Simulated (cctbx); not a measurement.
**Interatomic vectors of HoAl8Cd4**

Space group I4/mmm (no. 139), a = 9.3590 Å, b = 9.3590 Å, c = 5.2980 Å, α = 90.00°, β = 90.00°, γ = 90.00°, content Ho2 Cd8 Al16.

The data are simulated with cctbx, not measured: synchrotron X-rays, λ = 0.6889 Å, to d = 0.7 Å, 70 % of the full sphere, strongest reflection 40000 counts, noise from counting, a 4 % proportional error and a noise floor of 2 counts (s.d.); no absorption.

Patterson synthesis, origin scaled to 1000:

```text
Patterson group I 4/m m m
      u       v       w   height  length (A)
  0.000   0.000   0.000   1000.0     0.00
  0.000   0.500   0.000    580.2     4.68
  0.000   0.000   0.500    573.2     2.65
  0.250   0.250   0.250    439.6     3.56
  0.000   0.228   0.500     99.7     3.40
  0.000   0.249   0.251     97.3     2.68
  0.000   0.335   0.000     95.9     3.13
  0.000   0.109   0.500     23.4     2.84
  0.000   0.098   0.079     21.6     1.01
  0.000   0.053   0.171     18.2     1.03
  0.000   0.404   0.433     15.2     4.43
  0.077   0.077   0.000     15.1     1.01
  0.000   0.000   0.185     14.3     0.98
  0.000   0.048   0.323     12.4     1.77
```

Q: Assign the vectors.

A peak at u stands for all pairs with xi − xj = u, with weight Σ ZiZj against Σ Z² = 30114 at the origin. Peak heights follow these weights only roughly, since form factors, motion and series ripples differ, all vectors within 0.55 Å of a peak are counted as merged into it though the farther ones add only part of their weight, and F(000) is left out, which lowers the whole map:

| u | v | w | shortest length (Å) | height | 1000 ΣZiZj/ΣZ² | pairs in the cell |
| --- | --- | --- | --- | --- | --- | --- |
| 0.000 | 0.500 | 0.000 | 4.68 | 580 | 635 | 8 × Cd–Cd, 4 × Al–Al |
| 0.000 | 0.000 | 0.500 | 2.65 | 573 | 612 | 8 × Cd–Cd |
| 0.250 | 0.250 | 0.250 | 3.56 | 440 | 427 | 4 × Ho–Cd |
| 0.000 | 0.228 | 0.500 | 3.40 | 100 | 116 | 4 × Ho–Al |
| 0.000 | 0.249 | 0.251 | 2.68 | 97 | 166 | 8 × Cd–Al |
| 0.000 | 0.335 | 0.000 | 3.14 | 96 | 127 | 4 × Ho–Al, 2 × Al–Al |

The table stops at ten peaks or at a height of 45, below which ripples compete. In the model behind the data Ho, the heaviest element, has 1 independent site: (0, 0, 0), up to an allowed shift of origin. No listed peak is a Ho–Ho vector, so the position follows from the cell content and the cross vectors. The whole model:

```
atom  mult.       x    y    z  Ueq (Å²)
 Ho1      2       0    0    0    0.0032
 Cd1      8     1/4  3/4  1/4    0.0039
 Al1      8  0.7265  1/2    0    0.0038
 Al2      8  0.1631  1/2  1/2    0.0040
```

The model is made up (kin elements in a known structure type, no relaxation), so it says nothing on whether the phase exists.

[Logs are printed without paths, hosts, clocks, repeated set-up lines and the standing remarks that a program may print on its own settings, such as how far it seeks lower states.]
